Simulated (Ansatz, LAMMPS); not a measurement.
# Amorphous Cd6Zn25Se6Te25 (62 atoms): support functions against a reference

Aim: test how closely localised support functions follow the reference on amorphous Cd6Zn25Se6Te25 (62 atoms), and at what cost. A setting counts as converged where the r.m.s. difference of forces stays under 1 % of the r.m.s. force.

Method: Kohn-Sham DFT, PBE, PAW (set soft_2), plane waves, in Ansatz 0.2.0.

## 1. Set-up

The cell holds 62 atoms: 6 Cd, 25 Zn, 6 Se and 25 Te. Its edges and angles: a = 12.142 Å, b = 12.142 Å, c = 12.142 Å, α = 90.0°, β = 90.0°, γ = 90.0°. 62 atoms (6 Cd, 25 Zn, 6 Se, 25 Te) placed at random at 5.54 g/cm³, melted at 2500 K for 10 ps at fixed volume with the Stillinger-Weber II-VI potential (Zhou et al., Phys. Rev. B 88, 085309 (2013)). Quenched from 2500 K to 300 K at 500 K/ps and fixed volume, held 5 ps.

What the set-up can't give: The quench rate of 500 K/ps is many orders above laboratory rates, so the cell is likely richer in defects and strain than a real sample. The starting topology of bonds comes from the classical model, and needn't be the one that DFT or experiment would give. The Brillouin zone is sampled at Γ only, in a cell whose shortest periodic width is 12 Å. The levels lack spin–orbit coupling, which is large for the heavy elements here.

## 2. Making the structure

A classical potential makes the cell, at a small fraction of what the same run would cost in DFT.

This step: classical MD, Stillinger-Weber II-VI potential (Zhou et al., Phys. Rev. B 88, 085309 (2013)) (LAMMPS 22 Jul 2025 - Update 4).

in.lmp

```
# melt-quench of Cd6Zn25Se6Te25
units metal
atom_style atomic
boundary p p p
region box block 0 12.1417 0 12.1417 0 12.1417
create_box 4 box
mass 1 112.4140   # Cd
mass 2 65.3800   # Zn
mass 3 78.9710   # Se
mass 4 127.6000   # Te
create_atoms 1 random 6 226386 NULL overlap 2.21 maxtry 2000
create_atoms 2 random 25 226393 NULL overlap 2.21 maxtry 2000
create_atoms 3 random 6 226400 NULL overlap 2.21 maxtry 2000
create_atoms 4 random 25 226407 NULL overlap 2.21 maxtry 2000
pair_style sw
pair_coeff * * CdTeZnSeHgS0.sw Cd Zn Se Te
neigh_modify delay 0 every 1 check yes
thermo_style custom step time temp pe press density
thermo_modify norm yes
timestep 0.001
thermo 100
min_style cg
minimize 1e-4 1e-4 200 2000
reset_timestep 0
velocity all create 2500 226387 mom yes dist gaussian
fix lim all nve/limit 0.05
fix lan all langevin 2500 2500 0.1 226388 zero yes
thermo 500
run 1000 post no
unfix lim
unfix lan
thermo 1666
fix md all nvt temp 2500 2500 0.1
run 10000 post no
unfix md
thermo 440
fix md all nvt temp 2500 300 0.1
run 4400 post no
unfix md
thermo 2500
fix md all nvt temp 300 300 0.1
run 5000 post no
unfix md
write_dump all custom glass.dump id type xs ys zs modify sort id
```

On the command line:

```console
> lmp -in in.lmp -log none -nocite
```

Log:

```text
LAMMPS (22 Jul 2025 - Update 4)
Created orthogonal box = (0 0 0) to (12.1417 12.1417 12.1417)
Created 6 atoms
Created 25 atoms
Created 6 atoms
Created 25 atoms
   Step          Time           Temp          PotEng         Press         Density
         0   0              0              0.3174624      378950.67      5.5410142
       100   0.1            0             -1.8465164      12415.265      5.5410142
       183   0.183          0             -1.9536001      14112.018      5.5410142
Loop time of 0.0331957 s on 1 MPI rank(s) for 183 steps with 62 atoms
Minimization stats:
  Stopping criterion = energy tolerance
  Energy initial, next-to-last, final =
[... 15 lines left out ...]
[... 2 lines left out ...]
Loop time of 1.14793 s on 1 MPI rank(s) for 10000 steps with 62 atoms
   Step          Time           Temp          PotEng         Press         Density
[... 11 lines left out ...]
Loop time of 0.483402 s on 1 MPI rank(s) for 4400 steps with 62 atoms
   Step          Time           Temp          PotEng         Press         Density
     15400   15.4           345.21732     -1.9658536      11420.192      5.5410142
     17500   17.5           264.63442     -1.971233       3430.6201      5.5410142
     20000   20             268.98007     -1.9754029      6051.2468      5.5410142
     20400   20.4           287.38381     -1.9839012      10028.199      5.5410142
Loop time of 0.476214 s on 1 MPI rank(s) for 5000 steps with 62 atoms
```

Run time: 2.4 s. Hardware: 1 thread of Arm Neoverse V2, shared host; peak memory 0.07 GiB.

## 3. Plane-wave single point

The first run fixes the reference, at a cutoff of 420 eV.

input.yaml

```yaml
crystal:
  lattice:
    - [12.1417, 0.0, 0.0]
    - [0.0, 12.1417, 0.0]
    - [0.0, 0.0, 12.1417]
  atoms:
    - { symbol: Cd, position: [0.83752, 0.73383, 0.15824] }
    - { symbol: Cd, position: [0.52396, 0.44761, 0.99861] }
    - { symbol: Cd, position: [0.2178, 0.02357, 0.4806] }
    - { symbol: Cd, position: [0.19676, 0.84988, 0.2381] }
    - { symbol: Cd, position: [0.42919, 0.14541, 0.74839] }
    - { symbol: Cd, position: [0.32125, 0.50354, 0.33836] }
    - { symbol: Zn, position: [0.86814, 0.64963, 0.5776] }
    - { symbol: Zn, position: [0.85383, 0.88578, 0.35115] }
    - { symbol: Zn, position: [0.34375, 0.83699, 0.88299] }
    - { symbol: Zn, position: [0.69101, 0.14034, 0.51325] }
    - { symbol: Zn, position: [0.23079, 0.42322, 0.81411] }
    - { symbol: Zn, position: [0.913, 0.42931, 0.02938] }
    - { symbol: Zn, position: [0.02838, 0.54551, 0.31188] }
    - { symbol: Zn, position: [0.05486, 0.2709, 0.76388] }
    - { symbol: Zn, position: [0.54656, 0.27715, 0.23896] }
    - { symbol: Zn, position: [0.5315, 0.78633, 0.45033] }
    - { symbol: Zn, position: [0.60969, 0.97278, 0.9536] }
    - { symbol: Zn, position: [0.2005, 0.2139, 0.04651] }
    - { symbol: Zn, position: [0.32319, 0.61216, 0.67483] }
    - { symbol: Zn, position: [0.76159, 0.40849, 0.68921] }
    - { symbol: Zn, position: [0.93704, 0.06807, 0.02352] }
    - { symbol: Zn, position: [0.58979, 0.82376, 0.6708] }
    - { symbol: Zn, position: [0.12036, 0.99566, 0.83622] }
    - { symbol: Zn, position: [0.59335, 0.47318, 0.58902] }
    - { symbol: Zn, position: [0.17946, 0.80535, 0.51724] }
    - { symbol: Zn, position: [0.00566, 0.72551, 0.85275] }
    - { symbol: Zn, position: [0.47246, 0.72114, 0.1556] }
    - { symbol: Zn, position: [0.67912, 0.65862, 0.85868] }
    - { symbol: Zn, position: [0.09179, 0.16831, 0.35405] }
    - { symbol: Zn, position: [0.80331, 0.93426, 0.67827] }
    - { symbol: Zn, position: [0.41203, 0.142, 0.36591] }
    - { symbol: Se, position: [0.01619, 0.25327, 0.96404] }
    - { symbol: Se, position: [0.34312, 0.68113, 0.47946] }
    - { symbol: Se, position: [0.70246, 0.93177, 0.49323] }
    - { symbol: Se, position: [0.83154, 0.74853, 0.75426] }
    - { symbol: Se, position: [0.49229, 0.94064, 0.79614] }
    - { symbol: Se, position: [0.52207, 0.61515, 0.71669] }
    - { symbol: Te, position: [0.17407, 0.78831, 0.73995] }
    - { symbol: Te, position: [0.49928, 0.10129, 0.10595] }
    - { symbol: Te, position: [0.53095, 0.50502, 0.23198] }
    - { symbol: Te, position: [0.73282, 0.45448, 0.90051] }
    - { symbol: Te, position: [0.36947, 0.62394, 0.95337] }
    - { symbol: Te, position: [0.9907, 0.84844, 0.03896] }
    - { symbol: Te, position: [0.98765, 0.49636, 0.68402] }
    - { symbol: Te, position: [0.01585, 0.35076, 0.4493] }
    - { symbol: Te, position: [0.65002, 0.77387, 0.03803] }
    - { symbol: Te, position: [0.37202, 0.28866, 0.92695] }
    - { symbol: Te, position: [0.25937, 0.26478, 0.25499] }
    - { symbol: Te, position: [0.99829, 0.7298, 0.41952] }
    - { symbol: Te, position: [0.50005, 0.26308, 0.55513] }
    - { symbol: Te, position: [0.69239, 0.61055, 0.44628] }
    - { symbol: Te, position: [0.7464, 0.25761, 0.32963] }
    - { symbol: Te, position: [0.26356, 0.41106, 0.57718] }
    - { symbol: Te, position: [0.24622, 0.99404, 0.02382] }
    - { symbol: Te, position: [0.41978, 0.91082, 0.28887] }
    - { symbol: Te, position: [0.21122, 0.12606, 0.68676] }
    - { symbol: Te, position: [0.78762, 0.05081, 0.863] }
    - { symbol: Te, position: [0.07926, 0.54057, 0.94185] }
    - { symbol: Te, position: [0.18503, 0.63445, 0.1738] }
    - { symbol: Te, position: [0.8325, 0.50774, 0.22126] }
    - { symbol: Te, position: [0.85012, 0.20817, 0.64537] }
    - { symbol: Te, position: [0.91583, 0.07444, 0.25366] }
kpoints:
  mp_grid: { grid: [1, 1, 1] }
hamiltonian:
  xc: pbe
scf:
  occupations: { method: gaussian, width: 0.025 }
output:
  forces: true
  stress: true
  populations: true
  dos:
    method: { smearing: { sigma: 0.1 } }
    de: 0.1
    projected: { site_lists: { Cd: [Cd], Se: [Se], Te: [Te], Zn: [Zn] } }
  eigenvalues: true
  write_density: true
  write_potential: true
  volumetric_format: npy
```

On the command line:

```console
> ansatz run input.yaml --threads 4 --pin off --max-ram 8192MiB --backend cpu --events-out ev --progress --plain --runs-dir out
```

Log:

```text
Engine: ansatz 0.2.0, aarch64-unknown-linux-gnu
Pseudopotentials: kind: paw
Pseudopotential: Cd, paw, valence charge 20, recommended cutoff 420 eV (normal), Cd.paw.azcp
Pseudopotential: Zn, paw, valence charge 12, recommended cutoff 420 eV (normal), Zn.paw.azcp
Pseudopotential: Se, paw, valence charge 16, recommended cutoff 420 eV (normal), Se.paw.azcp
Pseudopotential: Te, paw, valence charge 16, recommended cutoff 420 eV (normal), Te.paw.azcp
Functional definition: PBE
  parameter kappa = 0.804
  parameter beta = 0.066725
  exchange = pbe_x(kappa = kappa, mu = beta*pi^2/3)
  correlation = pbe_c(beta = beta)
Crystal: 62 atoms, lattice volume = 1789.940 Å³
Basis set: ecut = 420 eV, 35033 PW (Γ), exchange–correlation on 180×180×180 points (8 copies of the dense FFT grid, shifted against one another)
Bands: 550, of which v1, the nominal top of the filled ones, is band 458 counted from 1 (457 counted from 0)
Symmetry: 1 space group operations
Space group: P1 (ITA 1), of the structure as read, at distance tolerance 1.2e-4 Å
k-points: 1
Non-local potential: Cd, projectors of the file, l = 0: 3, l = 1: 2, l = 2: 2, l = 3: 1
Non-local potential: Zn, projectors of the file, l = 0: 2, l = 1: 2, l = 2: 3, l = 3: 1
Non-local potential: Se, projectors of the file, l = 0: 2, l = 1: 2, l = 2: 3, l = 3: 1
Non-local potential: Te, projectors of the file, l = 0: 2, l = 1: 2, l = 2: 2, l = 3: 2
PAW form: soft (Blöchl's): semilocal exchange-correlation on the pseudo side does not see the compensation charge
PAW one-centre angular grid: Cd, 590 points (default); XC on 64 Gauss nodes
PAW one-centre angular grid: Zn, 590 points (default); XC on 64 Gauss nodes
PAW one-centre angular grid: Se, 590 points (default); XC on 64 Gauss nodes
PAW one-centre angular grid: Te, 590 points (default); XC on 64 Gauss nodes
Initial density: superposition of atomic densities (neutral atoms: chi_scale 0, normalization atom), corrected by the library's trained network
Initial wavefunctions: pseudopotential atomic-orbital guess
Functional: x = pbe(κ = 0.804, μ = 0.219515), c = pbe(β = 0.066725)
SCF iter   1: F=—  HF=-339822.964466 eV  |F-HF|=—  |Δ(HF+E_count)|=         —  Δρ=3.61e-3  dr2=8.23e-1  ethr=1.77e-3  ⟨swp⟩=6.0  Hψ=1970  notcnv=0  defer=61
preconditioner: auto → LDOS  [insulator: Δε(μ)=0.083 eV  Ē_g=9.902 eV  σ=0.025 eV  W_gap=0.98  n_scr=460 (ndim 8)  ℏωp=20.7 eV  f_vac=0.097  D(μ)=5.81/eV (n_scr^D=18)  ε∞_Penn≈5.4  β→1.0]
SCF iter   2: F=—  HF=-339822.945757 eV  |F-HF|=—  |Δ(HF+E_count)|=   1.87e-2  Δρ=3.57e-3  dr2=1.04e0  ethr=8.98e-5  ⟨swp⟩=3.0  Hψ=1054  notcnv=0  defer=83
SCF iter   3: F=—  HF=-339822.857236 eV  |F-HF|=—  |Δ(HF+E_count)|=   8.85e-2  Δρ=1.16e-3  dr2=7.30e-2  ethr=8.98e-5  ⟨swp⟩=3.0  Hψ=572  notcnv=0  defer=83
SCF iter   4: F=—  HF=-339822.851530 eV  |F-HF|=—  |Δ(HF+E_count)|=   5.71e-3  Δρ=5.27e-4  dr2=1.38e-2  ethr=7.96e-6  ⟨swp⟩=2.0  Hψ=723  notcnv=0  defer=83
SCF iter   5: F=—  HF=-339822.850363 eV  |F-HF|=—  |Δ(HF+E_count)|=   1.17e-3  Δρ=3.20e-4  dr2=3.24e-3  ethr=1.50e-6  ⟨swp⟩=2.0  Hψ=684  notcnv=0  defer=83
SCF iter   6: F=—  HF=-339822.849909 eV  |F-HF|=—  |Δ(HF+E_count)|=   4.54e-4  Δρ=8.49e-5  dr2=5.31e-4  ethr=3.53e-7  ⟨swp⟩=2.0  Hψ=758  notcnv=0  defer=83
SCF iter   7: F=—  HF=-339822.849826 eV  |F-HF|=—  |Δ(HF+E_count)|=   8.29e-5  Δρ=4.80e-5  dr2=1.96e-4  ethr=5.80e-8  ⟨swp⟩=2.0  Hψ=635  notcnv=0  defer=83
SCF iter   8: F=—  HF=-339822.849933 eV  |F-HF|=—  |Δ(HF+E_count)|=   1.07e-4  Δρ=2.88e-5  dr2=5.84e-5  ethr=2.14e-8  ⟨swp⟩=2.0  Hψ=683  notcnv=0  defer=83
SCF iter   9: F=—  HF=-339822.852230 eV  |F-HF|=—  |Δ(HF+E_count)|=   2.30e-3  Δρ=2.19e-5  dr2=1.81e-5  ethr=6.37e-9  ⟨swp⟩=2.0  Hψ=683  notcnv=0  defer=83
SCF iter  10: F=—  HF=-339822.852227 eV  |F-HF|=—  |Δ(HF+E_count)|=   2.39e-6  Δρ=1.02e-5  dr2=5.73e-6  ethr=1.98e-9  ⟨swp⟩=2.0  Hψ=683  notcnv=0  defer=83
SCF iter  11: F=—  HF=-339822.852227 eV  |F-HF|=—  |Δ(HF+E_count)|=   4.23e-7  Δρ=4.92e-6  dr2=1.57e-6  ethr=6.26e-10  ⟨swp⟩=2.0  Hψ=683  notcnv=0  defer=83
SCF iter  12: F=—  HF=-339822.852227 eV  |F-HF|=—  |Δ(HF+E_count)|=   5.72e-8  Δρ=2.97e-6  dr2=4.13e-7  ethr=1.71e-10  ⟨swp⟩=2.0  Hψ=683  notcnv=0  defer=83
SCF iter  13: F=—  HF=-339822.852227 eV  |F-HF|=—  |Δ(HF+E_count)|=   2.62e-8  Δρ=1.95e-6  dr2=1.24e-7  ethr=4.51e-11  ⟨swp⟩=2.0  Hψ=683  notcnv=0  defer=83
SCF iter  14: F=-339822.852227 eV  HF=-339822.852227 eV  |F-HF|=3.57e-8  |Δ(HF+E_count)|=   1.25e-8  Δρ=1.03e-6  dr2=4.12e-8  ethr=1.09e-11  ⟨swp⟩=16.0  Hψ=4518  notcnv=0
SCF 1 converged in 14 iterations: F = -339822.852227 eV  dr2 = 4.12e-8
  greatest PAW one-centre occupation: 1.000 electrons in one spin orbital (limit 2), on the Cd atom at site 2 (counted from 0), in its partial waves of l = 0
SCF converged after 14 iterations
Free energy (F): -339822.852227 eV
Harris-Foulkes:  -339822.852227 eV  (|F-HF|=3.57e-8)
Internal energy: -339822.830582 eV  (E = F + TS)
E sigma→0 (E₀):  -339822.841405 eV
Entropy (-TS):   -0.021644 eV (-0.349 meV/atom)
Fermi energy:    7.575765 eV
--- Per-component energies (eV) ---
  E_band       = -12301.115514
  E_kinetic    = 11501.692616
  E_local      = -125172.765665  (includes V_loc(G=0)·N_el)
  E_nonlocal   = 4211.485388
  E_hartree    = 62145.689415
  E_xc         = -8196.379568
  E_vxc        = -5783.997291  (∫ρ·V_xc dr)
  E_paw        = -198220.279059  (= ΣΔE_a)
  E_vpaw       = -21348.896398  (= ΣTr[D̂ρ^β])
  E_aug_tail   = -0.017179  (compensation charges beyond the density's cutoff)
  E_ewald      = -86092.256531
  E_smearing   = -0.021644  (= −TS)
  E_closure    = -0.000000  (closes the sum)
  Σ components = -339822.852227   (vs F -339822.852227, Δ=0.00e0)
--- Forces (eV/Å), atoms counted from 1 ---
  atom   1  Cd     0.04230441    -0.37814105     0.45682585
  atom   2  Cd     0.03520719     0.08739502     0.28609773
  atom   3  Cd    -0.13628000    -0.38627352    -0.60339467
  atom   4  Cd    -0.08812850     0.59886225     0.01007556
  atom   5  Cd     0.33553357     0.30543733     0.09345725
  atom   6  Cd    -0.31763602     0.02828835    -0.10508898
  atom   7  Zn    -0.40557139     0.00357406    -0.03448495
  atom   8  Zn    -0.03885956    -0.12964665    -0.06393436
  atom   9  Zn    -0.20235543    -0.31273690     0.11849659
  atom  10  Zn    -0.28879408     0.25324511    -0.40107340
  atom  11  Zn     0.22958915     0.10961900    -0.14037255
  atom  12  Zn    -0.18941737     0.09041525     0.34514178
  atom  13  Zn     0.06868995    -0.50728055    -0.36899087
  atom  14  Zn    -0.17157314     0.11513367    -0.44959002
[...]
atom  61  Te     0.47272980     0.11164165     0.17349160
  atom  62  Te    -0.04161744     0.40388770    -0.26642108
  max |Σ_I F_I| component: 2.39e-5 eV/Å
--- Stress (GPa, compression-positive) ---
        1.260342       0.406801      -0.110038
        0.406801      -0.015944      -0.251849
       -0.110038      -0.251849       0.251585
  P = ⅓ Tr σ = 0.4987 GPa (4.987 kbar)
--- Band table (eV) ---
  k-point 0: bands = ["-95.4612", "-95.3058", "-95.2482", "-95.2260", [... 534 levels ...], "12.9231", "12.9686", "13.0048", "13.0655", "13.0945", "13.1481", "13.1875", "13.1974", "13.2208", "13.3409", "13.4129", "13.4716"]
--- Löwdin populations: 62 sites ---
  site symbol       q [e]
     0     Cd     19.0407
     1     Cd     18.9184
     2     Cd     19.4917
[...]
61     Te     16.5905
  spilling = 0.008160 (of n_electrons = 916.000000)
```

Wall time 53 s (4 threads of Arm Neoverse V2, shared host); peak memory 3 GiB.

The run gave:

```yaml
free_energy: -339822.8522 eV
free_energy_per_atom: -5481.0137 eV/atom
scf_cycles: 14
pressure: 0.4987 GPa
r_m_s_force_component: 0.3605 eV/Å
longest_force: 1.487 eV/Å
fermi_energy: 7.576 eV
levels_partly_filled_by_over_2_per_cent: 2
spilling_of_the_projection: 0.00816
```

The r.m.s. force component of 0.36 eV/Å sets the scale for the differences below.

## 4. Support functions low

The cell is solved in localised support functions.

This step: Kohn-Sham DFT, PBE, PAW (set soft_2), localised support functions (low) (Ansatz 0.2.0).

input.yaml, the sections that differ from step 3:

```yaml
scf:
  occupations: { method: gaussian, width: 0.025 }
  eigensolver: { kind: { support_functions: { accuracy: low } } }
  max_iter: 150
output:
  forces: true
  eigenvalues: true
# crystal, kpoints, hamiltonian: as in step 3
```

Log:

```text
Warning: scf.eigensolver.kind.support_functions: disabling space-group detection — the functions' gradient is summed over unrotated k-points, so no spatial operation reduces the k-mesh or symmetrises the density; time reversal is kept, so that k and −k are solved as one point where they differ and the mesh holds both, and exact exchange and, on two spinor components, a DFT+U term hold to it where the run has them: [...]
settings of this run that can trade accuracy for cost: scf.eigensolver.kind.support_functions; scf.eigensolver.kind.support_functions.accuracy: low [...]
[...]
Crystal: 62 atoms, lattice volume = 1789.940 Å³
Basis set: ecut = 420 eV, 35033 PW (Γ), exchange–correlation on 180×180×180 points (8 copies of the dense FFT grid, shifted against one another)
Bands: 550, of which v1, the nominal top of the filled ones, is band 458 counted from 1 (457 counted from 0)
Symmetry: 1 space group operations
k-points: 1
[...]
SCF iter   1: F=—  HF=-339793.490459 eV  |F-HF|=—  |Δ(HF+E_count)|=         —  Δρ=3.93e-2  dr2=8.66e1  ethr=1.00e-1
[...]
SCF iter  14: F=—  HF=-339822.934461 eV  |F-HF|=—  |Δ(HF+E_count)|=   1.21e-3  Δρ=2.98e-5  dr2=1.91e-5  ethr=9.43e-9  κ⁻¹=8.0e-5(r=7)
SCF iter  15: F=-339822.935558 eV  HF=-339822.935561 eV  |F-HF|=3.78e-6  |Δ(HF+E_count)|=   1.10e-3  Δρ=1.91e-5  dr2=6.74e-6  ethr=2.09e-9
SCF 1 converged in 15 iterations: F = -339822.964534 eV  dr2 = 6.74e-6
[...]
SCF converged after 15 iterations
Stability not checked: this state was not tested for a lower state beside it, because the mixer in use, unlike msr1, does not test its closes by its own steps (another_mixer; see scf.mixing.algorithm and scf.lower_state_search)
Free energy (F): -339822.964534 eV
[...]
Internal energy: -339822.942933 eV  (E = F + TS)
E sigma→0 (E₀):  -339822.953733 eV
Entropy (-TS):   -0.021600 eV (-0.348 meV/atom)
Fermi energy:    7.575399 eV
[...]
Σ components = -339822.964534   (vs F -339822.964534, Δ=0.00e0)
--- Forces (eV/Å), atoms counted from 1 ---
  atom   1  Cd     0.04214240    -0.37777814     0.45595817
  atom   2  Cd     0.03520076     0.08777972     0.28571145
  atom   3  Cd    -0.13614814    -0.38662222    -0.60285836
  atom   4  Cd    -0.08730390     0.59849672     0.01037790
[...]
atom  62  Te    -0.04000633     0.40280972    -0.26583686
  max |Σ_I F_I| component: 2.55e-3 eV/Å
--- Band table (eV) ---
[...]
```

Wall time 3.1 min (4 threads); peak memory 3.9 GiB; 12 min of CPU time.

The program notes that the band table was not solved further than the SCF left it, the correction for the support functions is uncertain and it switched symmetry off.

Keys that differ from the reference: support_functions.accuracy = "low" and scf.max_iter = 150.

Forces differ from the reference by 0.6 meV/Å r.m.s., 0.17 % of their size, well within a tolerance of 1 %; the energy by -1.8 meV/atom. It took roughly 3.5 times the reference's time (one timing each, with unlike analyses asked), in 15 cycles against 14.

(Continued in part 2 of 3.)

[Long decimals in the printed logs are rounded to 6 places.]

[Logs are printed without paths, hosts, clocks, repeated set-up lines and the standing remarks that a program may print on its own settings, such as how far it seeks lower states.]

[Hosts, paths, dates, database ids (printed as entryN), source tags and the programs' standing remarks are cut or masked in the printed files.]
